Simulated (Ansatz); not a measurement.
**Ga2O3 (R-3c): converging the G0W0 gap**

Aim: see how the G0W0 gap of Ga2O3 (R-3c) on PBE moves with empty bands and screening cutoff, and what each rung costs.

Program: Ansatz 0.2.0. Level of theory: G0W0 on PBE, plane waves, PAW. Results are calculated unless marked as measured.

This is a report of a sequence of runs, with most program output left out.

### Step 1. Set-up

The structure is trigonal, space group R-3c (No. 167). Conventional cell: a = 4.997 Å, b = 4.997 Å, c = 13.451 Å, α = 90.00°, β = 90.00°, γ = 120.00°. Nearest to Ga lie 6 O at 1.93 to 2.08 Å. O has 4 Ga at 1.93 to 2.08 Å nearest. Farther neighbours and most contacts between anions are not listed.

As a file:

```cif
data_structure
_symmetry_space_group_name_H-M 'P 1'
_symmetry_Int_Tables_number 1
_cell_length_a 5.3317
_cell_length_b 5.3317
_cell_length_c 5.3317
_cell_angle_alpha 55.894
_cell_angle_beta 55.894
_cell_angle_gamma 55.894
_cell_volume 96.97
loop_
_atom_site_label
_atom_site_type_symbol
_atom_site_fract_x
_atom_site_fract_y
_atom_site_fract_z
_atom_site_occupancy
Ga1 Ga 0.85559 0.85559 0.85559 1
Ga2 Ga 0.64441 0.64441 0.64441 1
Ga3 Ga 0.14441 0.14441 0.14441 1
Ga4 Ga 0.35559 0.35559 0.35559 1
O5 O 0.75000 0.44683 0.05317 1
O6 O 0.44683 0.05317 0.75000 1
O7 O 0.05317 0.75000 0.44683 1
O8 O 0.25000 0.55317 0.94683 1
O9 O 0.94683 0.25000 0.55317 1
O10 O 0.55317 0.94683 0.25000 1
```

The cell and positions are those that the Materials Project relaxed with its own functionals (PBE, PBE+U or r2SCAN), kept fixed. This is not the form that Ga2O3 usually takes at ambient conditions. The default PAW set here is soft_2. Its files were made with PBE.

### Step 2. 73 empty bands, screening to 48 eV

Now the one-shot GW correction: screening in the RPA, then the self-energy of the levels asked for.

The input, input.yaml:

```yaml
crystal:
  lattice:
    - [2.4986991939, 1.4426246522, 4.4835497685]
    - [-2.4986991939, 1.4426246522, 4.4835497685]
    - [0.0, -2.8852493044, 4.4835497685]
  atoms:
    - { symbol: Ga, position: [0.85558558, 0.85558558, 0.85558558] }
    - { symbol: Ga, position: [0.64441442, 0.64441442, 0.64441442] }
    - { symbol: Ga, position: [0.14441442, 0.14441442, 0.14441442] }
    - { symbol: Ga, position: [0.35558558, 0.35558558, 0.35558558] }
    - { symbol: O, position: [0.75, 0.44683282, 0.05316718] }
    - { symbol: O, position: [0.44683282, 0.05316718, 0.75] }
    - { symbol: O, position: [0.05316718, 0.75, 0.44683282] }
    - { symbol: O, position: [0.25, 0.55316718, 0.94683282] }
    - { symbol: O, position: [0.94683282, 0.25, 0.55316718] }
    - { symbol: O, position: [0.55316718, 0.94683282, 0.25] }
kpoints:
  mp_grid: { grid: [4, 4, 4] }
hamiltonian:
  xc: pbe
scf:
  occupations: { method: fixed }
gw:
  n_empty_bands: 73
  ecut_chi: 48
  qp_bands: [v3, c3]
  qp_kpoints: band_edges
  screening: { model: contour_deformation }
```

Launch:

```sh
> ansatz run input.yaml --threads 3 --pin off --max-ram 92160MiB --backend cuda --events-out ev --progress --plain --runs-dir out --devices 1 --max-vram 13GiB  # rebuilt from the run's record
```

Elapsed: 16 s, on 1 × NVIDIA H100 80GB HBM3 (shared by 6 runs) with 3 threads of AMD EPYC 7R13 (Zen 3), shared host; peak memory 1.1 GiB.

This step gave:

- bands summed: 117
- RPA ε∞ on this mesh (eigenvalues): 4.184, 4.300, 4.300
- plane waves in the screening matrix: 65
- q-points in the mesh: 64
- G0W0 gap on the mesh: 4.543 eV
- k of the valence top: 0, 0, 0.25
- k of the conduction bottom: 0, 0, 0
- starting gap on the mesh: 2.828 eV
- Z at the valence top: 0.7790
- Z at the conduction bottom: 0.8386
- least direct G0W0 gap on the computed points: 4.711 eV

The gap on the mesh goes from 2.83 eV to 4.54 eV, a correction of +1.71 eV. Between the two edge states, bare exchange in place of the xc potential would open the gap by 10.06 eV, and correlation takes back 8.34 eV.

### Step 3. 207 empty bands, screening to 96 eV

Another rung: the empty bands reach about as high as the screening cutoff, so the two stay in balance.

Changes to input.yaml since step 2:

```diff
@@ -23,4 +23,4 @@
 gw:
-  n_empty_bands: 73
-  ecut_chi: 48
+  n_empty_bands: 207
+  ecut_chi: 96
   qp_bands: [v3, c3]
```

Elapsed: 26 s, on 1 × NVIDIA H100 80GB HBM3 (shared by 6 runs) with 3 threads; peak memory 1.3 GiB; 30 s of CPU time.

Numbers from this step:

| Item | Value |
| --- | --- |
| bands summed | 251 |
| RPA ε∞ on this mesh (eigenvalues) | 4.201, 4.334, 4.334 |
| plane waves in the screening matrix | 193 |
| q-points in the mesh | 64 |
| G0W0 gap on the mesh | 4.476 eV |
| k of the valence top | 0, 0, 0.25 |
| k of the conduction bottom | 0, 0, 0 |
| starting gap on the mesh | 2.828 eV |
| Z at the valence top | 0.7722 |
| Z at the conduction bottom | 0.8326 |
| least direct G0W0 gap on the computed points | 4.668 eV |

Against the run with 4×4×4 mesh, 73 empty bands, screening to 48 eV, the gap moves by −0.07 eV.

### Step 4. 445 empty bands, screening to 160 eV

Changes to input.yaml since step 3:

```diff
@@ -23,4 +23,4 @@
 gw:
-  n_empty_bands: 207
-  ecut_chi: 96
+  n_empty_bands: 445
+  ecut_chi: 160.0
   qp_bands: [v3, c3]
```

It took 35 s on 1 × NVIDIA H100 80GB HBM3 (shared by 6 runs) with 3 threads; peak memory 1.8 GiB; 60 s of CPU time.

Numbers from this step:

```yaml
bands_summed: 489
rpa_eps_infinity_on_this_mesh_eigenvalues: 4.174, 4.298, 4.298
plane_waves_in_the_screening_matrix: 453
g0w0_gap_on_the_mesh: 4.551 eV
k_of_the_valence_top: 0, 0, 0.25
k_of_the_conduction_bottom: 0, 0, 0
starting_gap_on_the_mesh: 2.828 eV
least_direct_g0w0_gap_on_the_computed_points: 4.749 eV
```

Against the run with 4×4×4 mesh, 207 empty bands, screening to 96 eV, the gap moves by +0.07 eV.

### Step 5. Changing the k mesh: 2×2×2 mesh, 207 empty bands, screening to 96 eV

Only the mesh changes. It samples the long-range screening, which converges on its own terms. Bands and cutoff differ from the step before, so it is read against an earlier run that matches them.

Changes to input.yaml since step 4:

```diff
@@ -17,3 +17,3 @@
 kpoints:
-  mp_grid: { grid: [4, 4, 4] }
+  mp_grid: { grid: [2, 2, 2] }
 hamiltonian:
@@ -23,4 +23,4 @@
 gw:
-  n_empty_bands: 445
-  ecut_chi: 160.0
+  n_empty_bands: 207
+  ecut_chi: 96
   qp_bands: [v3, c3]
```

Wall time 14 s (1 × NVIDIA H100 80GB HBM3 (shared by 6 runs) with 3 threads); peak memory 1.1 GiB.

Numbers from this step:

* bands summed: 251
* RPA ε∞ on this mesh (eigenvalues): 5.144, 5.257, 5.257
* plane waves in the screening matrix: 193
* G0W0 gap on the mesh: 4.490 eV
* k of the valence top: 0, -0.5, -0.5
* k of the conduction bottom: 0, 0, 0
* starting gap on the mesh: 2.923 eV
* least direct G0W0 gap on the computed points: 4.565 eV

Against the run with 4×4×4 mesh, 207 empty bands, screening to 96 eV, the gap moves by +0.014 eV, while the start moved by +0.10 eV. A band edge is found at another k point on this mesh.

### Step 6. Changing the frequency model: 4×4×4 mesh, 207 empty bands, screening to 96 eV, plasmon pole

A plasmon pole stands in for the full frequency dependence of the screening; this run shows what that costs in accuracy.

Changes to input.yaml since step 5:

```diff
@@ -17,3 +17,3 @@
 kpoints:
-  mp_grid: { grid: [2, 2, 2] }
+  mp_grid: { grid: [4, 4, 4] }
 hamiltonian:
@@ -27,2 +27,2 @@
   qp_kpoints: band_edges
-  screening: { model: contour_deformation }
+  screening: { model: godby_needs }
```

It took 37 s on 1 × NVIDIA H100 80GB HBM3 (shared by 6 runs) with 3 threads; peak memory 1.5 GiB; 67 s of CPU time.

This step gave:

| Property | Result |
| --- | --- |
| bands summed | 251 |
| plasmon-pole fit frequency | 35.37 eV |
| RPA ε∞ on this mesh (eigenvalues) | 4.201, 4.334, 4.334 |
| plane waves in the screening matrix | 193 |
| G0W0 gap on the mesh | 4.474 eV |
| k of the valence top | 0, 0, 0.25 |
| k of the conduction bottom | 0, 0, 0 |
| starting gap on the mesh | 2.828 eV |
| least direct G0W0 gap on the computed points | 4.670 eV |

Against the run with 4×4×4 mesh, 207 empty bands, screening to 96 eV, the gap moves by −0.002 eV.

### Step 7. Changing the files: 4×4×4 mesh, 207 empty bands, screening to 96 eV, hard PAW files

Other atomic data (hard PAW) test the pseudisation: the cutoff goes from 420 to 1020 eV and the valence electrons from 88 to 120, which opens shells that were frozen.

Changes to input.yaml since step 6:

```diff
@@ -20,2 +20,3 @@
   xc: pbe
+  pseudopotentials: { kind: paw, source: ansatz }
 scf:
@@ -27,2 +28,2 @@
   qp_kpoints: band_edges
-  screening: { model: godby_needs }
+  screening: { model: contour_deformation }
```

Elapsed: 64 s, on 1 × NVIDIA H100 80GB HBM3 (shared by 6 runs) with 3 threads; peak memory 1.7 GiB; 97 s of CPU time.

Numbers from this step:

```yaml
bands_summed: 267
rpa_eps_infinity_on_this_mesh_eigenvalues: 4.198, 4.331, 4.331
plane_waves_in_the_screening_matrix: 193
g0w0_gap_on_the_mesh: 4.495 eV
k_of_the_valence_top: 0, 0, 0.25
k_of_the_conduction_bottom: 0, 0, 0
starting_gap_on_the_mesh: 2.839 eV
least_direct_g0w0_gap_on_the_computed_points: 4.688 eV
```

Against the run with 4×4×4 mesh, 207 empty bands, screening to 96 eV, the gap moves by +0.019 eV.

### Step 8. The runs together

Times are wall times on 1 × NVIDIA H100 80GB HBM3 (shared by 6 runs) with 3 threads of AMD EPYC 7R13 (Zen 3), shared host, good to a factor of about two.

| mesh | files | frequency | bands summed | cutoff (eV) | start (eV) | G0W0 (eV) | time | host memory (GiB) |
| --- | --- | --- | --- | --- | --- | --- | --- | --- |
| 4×4×4 | default PAW | contour deformation | 117 | 48 | 2.828 | 4.543 | 16 s | 1.1 |
| 4×4×4 | default PAW | contour deformation | 251 | 96 | 2.828 | 4.476 | 26 s | 1.3 |
| 4×4×4 | default PAW | contour deformation | 489 | 160 | 2.828 | 4.551 | 35 s | 1.8 |
| 2×2×2 | default PAW | contour deformation | 251 | 96 | 2.923 | 4.490 | 14 s | 1.1 |
| 4×4×4 | default PAW | plasmon pole | 251 | 96 | 2.828 | 4.474 | 37 s | 1.5 |
| 4×4×4 | hard PAW | contour deformation | 267 | 96 | 2.839 | 4.495 | 64 s | 1.7 |

How the two edges are built up, in eV (the quasiparticle level is the starting level plus Σx plus Σc less Vxc):

```csv
run,edge,start,Σx,Σc,Vxc,Z,QP
117 bands,valence top,9.11,-27.62,5.03,-22.09,0.78,8.61
117 bands,conduction bottom,11.94,-13.42,-3.32,-17.95,0.84,13.15
251 bands,valence top,9.11,-27.62,4.87,-22.09,0.77,8.46
251 bands,conduction bottom,11.94,-13.42,-3.53,-17.95,0.83,12.93
489 bands,valence top,9.11,-27.62,4.63,-22.09,0.77,8.21
489 bands,conduction bottom,11.94,-13.42,-3.70,-17.95,0.83,12.76
```

### Step 9. Summary of results

```
117 bands, 48 eV  : 4.543 eV
251 bands, 96 eV  : 4.476 eV
489 bands, 160 eV : 4.551 eV
mesh and start    : 4×4×4, PBE
```

In words: From 117 to 489 bands the gap moves by +0.01 eV while the time grows 2.3-fold. Σc changes by −0.40 eV at the valence top and −0.39 eV at the conduction bottom, so the levels themselves move more than the gap between them. The gap turns back along the series, so no limit is drawn from it. On the 2×2×2 mesh in place of 4×4×4 the gap differs by +0.01 eV, of which +0.10 eV is already in the start. The plasmon-pole model gives −0.002 eV against contour deformation, 0 % of the correction, and saved no time in this program. Hard PAW files move the gap by +0.02 eV at equal bands and cutoff, +0.01 eV of it in the start. The 4×4×4 mesh misses a band edge: over a band path and its finer mesh (run apart) the PBE gap is 2.79 eV, so the G0W0 gap over the zone may lie about 0.04 eV below its value on the mesh. The many-body steps are scalar-relativistic: spin-orbit coupling is not in them.

[Paths, hosts, dates, memory and timing lines, banners, echoed tables and standing remarks are left out of the program output.]

[Logs are printed without paths, hosts, clocks, repeated set-up lines and the standing remarks that a program may print on its own settings, such as how far it seeks lower states.]

[Runs of the session that timed out or met a known fault of the program may be left out.]

[Cells called generated may have been cut or substituted from an entry of the Crystallography Open Database or the Materials Project.]

[Hosts, paths, dates, database ids (printed as entryN), source tags and the programs' standing remarks are cut or masked in the printed files.]
